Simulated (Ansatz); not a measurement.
## Formation energy and levels of the antisite La_Ba in BaLa2S4 (I-42d)

Aim: at which Fermi levels does La_Ba in BaLa2S4 (I-42d) change its charge? The model is a cell of 56 host atoms with 1 Ba taken out and 1 La put in.

Program: Ansatz 0.2.0. Level of theory: place-levels on PBEsol runs: charge-transition levels and formation energies with image-charge correction and potential alignment at the atomic sites. Results are calculated unless marked as measured.

### Step 1. Starting point

The cell holds 56 atoms: 7 Ba, 17 La and 32 S. Its edges and angles: a = 12.447 Å, b = 12.447 Å, c = 12.477 Å, α = 59.9°, β = 59.9°, γ = 60.2°. It derives from BaLa2S4 (space group I-42d). Nearest the centre at fractional (0.750, 0.750, 0.250): La8 at 0.00 Å, S52 at 3.06 Å, S31 at 3.06 Å, S28 at 3.06 Å, S47 at 3.06 Å, S44 at 3.18 Å, S40 at 3.18 Å, S54 at 3.18 Å.

The host's dielectric constants go in as inputs: (7.76, 7.76, 7.54) for the electrons alone, (20.97, 20.97, 18.13) with the ions, from a response run on this crystal (DFPT, PBEsol) at that run's own cell.

The cell's shortest repeat is 12.4 Å.

### Step 2. Charge states

Levels follow from differences of total energies between charge states, each relaxed by itself.

Random displacements of about 0.05 Å break the site symmetry at the start, so that the relaxation can reach a distorted minimum if there is one. Forces are taken at one point at (¼, ¼, ¼). The cell holds 1 electron fewer than the neutral one, with a uniform background that keeps it neutral on the whole.

The sampling was tested on the host first: at the k-points planned (1x1x1 shifted 0.25 0.25 0.25) its energy lies 0.005 eV an atom from the dense-mesh value, under the bound of 0.02 eV set for this test; that bounds the host's error, not the defect's.

One of the inputs; charge, spin and start change from state to state.

The input, qp1.relax/input.yaml:

```yaml
crystal:
  lattice:
    - [0.0, 8.82241619, 8.7801378]
    - [8.82241619, 0.0, 8.7801378]
    - [8.82241619, 8.82241619, 0.0]
  atoms:
    - { symbol: Ba, position: [0.125, 0.625, 0.375] }
    - { symbol: Ba, position: [0.375, 0.875, 0.625] }
    - { symbol: Ba, position: [0.625, 0.125, 0.875] }
    - { symbol: Ba, position: [0.875, 0.375, 0.125] }
[... 3 atom lines left out ...]
    - { symbol: La, position: [0.75, 0.75, 0.25] }
[... 2 atom lines left out ...]
    - { symbol: La, position: [0.62368137, 0.50131863, 0.62631863] }
    - { symbol: La, position: [0.87368137, 0.75131863, 0.87631863] }
    - { symbol: La, position: [-0.00131863, 0.37631863, 0.37368137] }
[... 2 atom lines left out ...]
    - { symbol: La, position: [0.74868137, 0.12631863, 0.12368137] }
[... 1 atom line left out ...]
    - { symbol: La, position: [0.50131863, 0.62368137, 0.24868137] }
    - { symbol: La, position: [0.75131863, 0.87368137, 0.49868137] }
[... 1 atom line left out ...]
    - { symbol: La, position: [0.12631863, 0.74868137, 1.00131863] }
    - { symbol: La, position: [0.37631863, -0.00131863, 0.25131863] }
[... 5 atom lines left out ...]
    - { symbol: S, position: [0.98611748, 0.57415068, 0.09321553] }
[... 2 atom lines left out ...]
    - { symbol: S, position: [0.57415068, 0.98611748, 0.34651631] }
[... 3 atom lines left out ...]
    - { symbol: S, position: [0.71821553, 0.47151631, 0.36111748] }
[... 4 atom lines left out ...]
    - { symbol: S, position: [0.86111748, 0.94915068, 0.97151631] }
[... 3 atom lines left out ...]
    - { symbol: S, position: [0.94915068, 0.86111748, 0.21821553] }
[... 2 atom lines left out ...]
    - { symbol: S, position: [0.59321553, 0.84651631, 0.07415068] }
[... 4 atom lines left out ...]
    - { symbol: S, position: [0.84651631, 0.59321553, 0.48611748] }
[... 1 atom line left out ...]
    - { symbol: S, position: [0.47151631, 0.71821553, 0.44915068] }
[... 1 atom line left out ...]
    - { symbol: S, position: [0.97151631, 0.21821553, 0.94915068] }
  host:
    repeats: [1, 1, 1]
    atoms:
      - { symbol: Ba, position: [0.125, 0.625, 0.375] }
      - { symbol: Ba, position: [0.375, 0.875, 0.625] }
      # ... 54 more atoms of the perfect host
total_charge: 1
basis:
  ecutwfc: 420
  xc_grid: 2
hamiltonian:
  xc: pbesol
kpoints:
  mp_grid: { grid: [1, 1, 1], shift: [0.25, 0.25, 0.25] }
scf:
  occupations: { method: fixed }
  max_iter: 60
output:
  forces: true
  charged_corrections:
    epsilon: [7.76, 7.76, 7.54]
    static_epsilon: [20.97, 20.97, 18.13]
    defect_position: [0.75, 0.75, 0.25]
relax:
  f_tol: 0.02
  max_steps: 80
  random_displacement: { amplitude: 0.05, seed: 8262 }
checkpoint:
  write: "../qp1.relax.run"
  compress: false
  write_wavefunctions: true
  write_every: 100000
```

Started as:

```console
> ansatz run input.yaml --threads 4 --pin off --max-ram 7536MiB --backend cpu --events-out ev --progress --plain --runs-dir out
```

Defect states can disperse in a cell of this size, so the energy is taken again at a 2×2×2 shifted mesh, on the relaxed structure.

The run of this state that the levels use, under PBEsol:

The input, qp1.point/input.yaml:

```yaml
crystal:
  checkpoint: "../qp1.relax.run"
  host: checkpoint
total_charge: 1
basis:
  ecutwfc: 420
  xc_grid: 2
hamiltonian:
  xc: pbesol
kpoints:
  mp_grid: { grid: [2, 2, 2], shift: [0.5, 0.5, 0.5] }
scf:
  occupations: { method: fermi_dirac, width: 0.01 }
  max_iter: 60
output:
  forces: true
  eigenvalues: true
  charged_corrections:
    epsilon: [7.76, 7.76, 7.54]
    static_epsilon: [20.97, 20.97, 18.13]
    defect_position: [0.75, 0.75, 0.25]
  eigenstates: { localisation: true }
  populations: true
  band_densities: [{ bands: [v1, v1] }, { bands: [c1, c1] }]
  write_density: true
  write_potential: true
  volumetric_format: npy
checkpoint:
  read: "../qp1.relax.run"
  write: "../qp1.point.run"
  compress: false
  write_wavefunctions: false
  write_every: 100000
```

Relaxations under PBEsol at one point at (¼, ¼, ¼); times on 4 threads of Arm Neoverse V1, shared host:

| charge | moment (μB) | occupations | outcome | steps | largest displacement against the far atoms (Å) | time |
| --- | --- | --- | --- | --- | --- | --- |
| 0 | 1 | fixed | converged | 5 | 0.15 | 3.9 min |
| +1 | 0 | fixed | converged | 7 | 0.16 | 2.1 min |

Single points under PBEsol at a 2×2×2 shifted mesh; times on 4 threads of Arm Neoverse V1, shared host:

| charge | moment (μB) | occupations | outcome | time |
| --- | --- | --- | --- | --- |
| 0 | 1 | fermi-dirac | converged | 6 min |
| +1 | 0 | fermi-dirac | converged | 2.6 min |

Distances (Å) from La8 to the nearest atoms after relaxation with PBEsol:

| charge | moment (μB) | 1. | 2. | 3. | 4. | 5. | 6. |
| --- | --- | --- | --- | --- | --- | --- | --- |
| 0 | 1 | S 2.92 | S 2.92 | S 2.92 | S 2.92 | S 3.08 | S 3.08 |
| +1 | 0 | S 2.91 | S 2.91 | S 2.91 | S 2.91 | S 3.08 | S 3.09 |

### Step 3. place-levels, PBEsol

A charged cell interacts with its images and the background, and its potential has another zero than the host's. place-levels removes the first by a point-charge model, screened by the static dielectric constant since the ions have relaxed around the charge, and the second by comparing potentials at atoms far from the defect.

The host is a run of the defect-free crystal in the same cutoffs, grids and k-points, so that basis and sampling errors cancel in part in the differences. Its band edges come from a run of the primitive cell that searches the zone for them. Chemical potentials are energies per atom of Ba (bcc) and La (dhcp), run with the same functional and cutoff.

The input, levels.point.yaml:

```yaml
host:
  run: host.point.run
  levels_from: { run: edges.point.run }
states: [q0_M1.point.run, qp1.point.run]
geometry_from:
  q0_M1.point.run: q0_M1.relax.run
  qp1.point.run: qp1.relax.run
  host.point.run: host.relax.run
chemical_potentials:
  Ba:
    energy: -5862.611346
    dataset: <sha256 of the dataset>
  La:
    energy: -6161.276904
    dataset: "<sha256 of the dataset>"
epsilon: [7.76, 7.76, 7.54]
static_epsilon: [20.97, 20.97, 18.13]
vertical:
  - { from: qp1.point.run, to: qp1.point_neutral.run }
```

Started as:

```console
> ansatz place-levels levels.point.yaml -- --threads 4 --pin off --max-ram 7536MiB
```

Numbers of over 12 decimals in the logs are rounded to 6 here.

The log of the run:

```text
[... repeated set-up lines and file paths are left out, and long positions are rounded to six places ...]
(+1/0) 1.925 eV above the valence edge (+2.011 eV without the band-filling correction), 0.000 eV under the conduction edge
formation energy of charge +1: -1.957 eV with the Fermi level at the valence edge
formation energy of charge 0: -0.033 eV with the Fermi level at the valence edge
vertical +1 to 0: no energy, since no alignment is typed
  the change from vertical[0].from (qp1.point.run) to vertical[0].to (qp1.point_neutral.run): by its potential at epsilon [7.76, 7.76, 7.54] it stands at 0.703 0.717 0.213, with an rms radius of about 6.7 Å (3.8 3.9 3.9 Å across the planes of the cell's [...]
  edges by pbesol of host.levels_from (edges.point.run), its mesh sampled to repeats of 38.14 Å (the valence edge +0.079 eV and the conduction edge -0.143 eV from those of the host's own run), gap 1.925 eV; the host is sampled to repeats of 24.89 Å
  the defect's cells are sampled to repeats of 24.89 Å, like sampling
  charge +1: -174232.2664 eV with its correction of +0.096 eV, at epsilon [20.97, 20.97, 18.13], aligned at sites: +0.0020 eV, mean over 11 atomic sites at or beyond 6.22 Å from the host's site at [0.7499, 0.7504, 0.2498] by the defect at [0.7500, 0.7500, [...]
  charge 0: +0.000 eV for its dipole among its images, +0.000 omitted
  states[0] (q0_M1.point.run): levels filled in part (TS 0.007 eV): its energy is of no whole electron's
  of states[1] (qp1.point.run): how wide its charge is, is not read beside other atoms or cores, and a band state would take no correction. [...]
  of states[0] (q0_M1.point.run): a band-filling correction moves a carrier to the host's band edge, which changes its energy by -0.086 eV; [...]
  of vertical[0].from (qp1.point.run): it parts from the run at its places by a charge that spreads by about 3.9 Å along one vector (1.8 Å or more is wide), by its potential at epsilon [7.76, 7.76, 7.54], taken for that of held ions (one typed too small [...]
  vertical[0].to (qp1.point_neutral.run): levels filled in part (TS 0.007 eV): its energy is of no whole electron's
  of vertical[0].to (qp1.point_neutral.run): its moments are held at its close (magnetization.spin_locking), by a field of 0.046 eV a Bohr magneton, and its energy and levels are of the state that this holds: a run that lets them go can end lower
```

The job ended after 0.24 s (4 threads of Arm Neoverse V1, shared host).

Levels between the charges placed, in eV above the valence top:

|  | gap (eV) | (+1/0) |
| --- | --- | --- |
| PBEsol | 1.92 | 1.92 |

Corrections by state:

| charge | moment (μB) | image terms and alignment (eV) | band filling (eV) | ε used | over the lowest of its charge, as the program ranks them, band filling apart (eV) |
| --- | --- | --- | --- | --- | --- |
| +1 | 0.0 | 0.096 | - | principal values (18.13, 20.97, 20.97) | 0.000 |
| 0 | 1.0 | 0.000 | -0.086 | - | 0.000 |

The charged structures listed were also run neutral, and place-levels reads from each pair, by the potential or the spins, how wide the charge is by which they differ; that can be the carrier of either run.

| charge | rms radius (Å) | spread where it is widest against the cell (Å) | wide from (Å) | reading |
| --- | --- | --- | --- | --- |
| +1 | 6.7 | 3.94 | 1.76 | wide |

The neutral runs of these pairs need not share the spin of the lowest neutral state, and very wide values only mean spread over the cell.

From the program's caveats on the states, each cut to its opening words:

- charge +1: how wide its charge is, is not read beside other atoms or cores, and a band state would take no correction
- charge 0 (1 μB): a band-filling correction moves a carrier to the host's band edge, which changes its energy by -0.086 eV
- charge 0 (1 μB): its moments are held at its close (magnetization.spin_locking), by a field of 0.057 eV a Bohr magneton, and its energy and levels are of the state that this [...]

Formation energies (eV), elemental references (Δμ(Ba) = 0.00 eV, Δμ(La) = 0.00 eV):

| charge | Fermi level at the valence top | at the conduction bottom |
| --- | --- | --- |
| +1 | -1.96 | -0.03 |
| 0 | -0.03 | -0.03 |

### Step 4. Effect of the sampling

The relaxations' own energies give the levels at their sampling, for comparison.

The input, levels.relax_mesh.yaml:

```yaml
host:
  run: host.relax.run
  levels_from: { run: edges.relax.run }
states: [q0_M1.relax.run, qp1.relax.run]
chemical_potentials:
  Ba:
    energy: -5862.611346
    dataset: <sha256 of the dataset>
  La:
    energy: -6161.276904
    dataset: "<sha256 of the dataset>"
```

Started as:

```console
> ansatz place-levels levels.relax_mesh.yaml -- --threads 4 --pin off --max-ram 7536MiB
```

The log of the run:

```text
(+1/0) 1.930 eV above the valence edge, in the conduction band
formation energy of charge +1: -1.954 eV with the Fermi level at the valence edge
formation energy of charge 0: -0.024 eV with the Fermi level at the valence edge
  edges by pbesol of host.levels_from (edges.relax.run), its mesh sampled to repeats of 38.14 Å (the valence edge +0.076 eV and the conduction edge -0.143 eV from those of the host's own run), gap 1.925 eV; the host is sampled to repeats of 12.45 Å
[... the lines on each state left out ...]
```

It took 0.11 s on 4 threads.

Levels between neighbouring charges, in eV above the valence top:

|  | gap (eV) | (+1/0) |
| --- | --- | --- |
| one point at (¼, ¼, ¼) | 1.92 | 1.93 |
| a 2×2×2 shifted mesh | 1.92 | 1.92 |

Going from one point at (¼, ¼, ¼) to a 2×2×2 shifted mesh moves formation energies against the elements by up to 0.01 eV; band-filling terms, which differ between samplings, are in these energies.

### Step 5. A changed set-up

In this try the input is made faulty on purpose, to show what that does.

Another version of the file is tried.

levels.try0.yaml is levels.point.yaml with these lines changed:

```diff
+defect_position:
+  qp1.point.run: [0.25, 0.25, 0.75]
```

Started as:

```console
> ansatz place-levels levels.try0.yaml -- --threads 4 --pin off --max-ram 7536MiB
```

The log of the run:

```text
Error: states: the alignment at the far atoms does not stand for every charged run (states[1] (qp1.point.run): no potential alignment: what the cell's atoms and the host's sites leave over but for strayed atoms and the sites that these left (strays included: [...]
```

The change: the charge placed away from the defect.

No levels were formed: the file was rejected.

### Step 6. Summary of results

| Property | Result |
| --- | --- |
| gap of the host | 1.92 eV (PBEsol) |
| level (plus 1/0) | 1.92 eV above the valence top, at the conduction bottom (2.01 eV above the valence top without the band-filling term) |
| lowest of the charges placed, just above the valence top (0.02 eV) | +1 |
| lowest of the charges placed, just below the conduction bottom (0.02 eV) | +1 |
| lowest formation energy at mid-gap of the charges run, elemental references | -0.99 eV |

What this shows: Of the charges placed (0 and +1), +1 is the lowest from 0.02 eV above the valence top to 0.02 eV below the conduction bottom, a gap of 1.92 eV. Charges above +1 and below 0 were not placed, so these runs say nothing of levels that involve them. States placed: +1 at 0 μB; 0 at 1 μB. Other spin states or structures, where not listed, weren't placed. The program finds carriers beyond a band edge of the host and adds a band-filling term at charge 0 (-0.09 eV); steps to such a charge show no bound level, and a defect level inside a band would be read the same way. The lowest formation energy (elemental references) is negative across the gap, so the defect would form by itself: these chemical potentials lie beyond what competing compounds allow, or the host is unstable against it. Going from one point at (¼, ¼, ¼) to a 2×2×2 shifted mesh moves formation energies against the elements by up to 0.01 eV; band-filling terms, which differ between samplings, are in these energies. Keep in mind: PBEsol makes the gap too small and tends to spread out bound carriers; spin–orbit coupling, which can matter with heavy atoms, is left out.

[Logs are printed without paths, hosts, clocks, repeated set-up lines and the standing remarks that a program may print on its own settings, such as how far it seeks lower states.]

[Hosts, paths, dates, database ids (printed as entryN), source tags and the programs' standing remarks are cut or masked in the printed files.]

[Where a table of states has a column of steps, it counts the stored structures, which are thinned; the runs took as many ionic steps or more.]

[A defect's name tells the site on which it was built; relaxed atoms can leave that site.]

[For some hosts the program warned that the k-mesh of the response run may be too coarse for force constants and the static dielectric constant; such warnings are not shown here.]
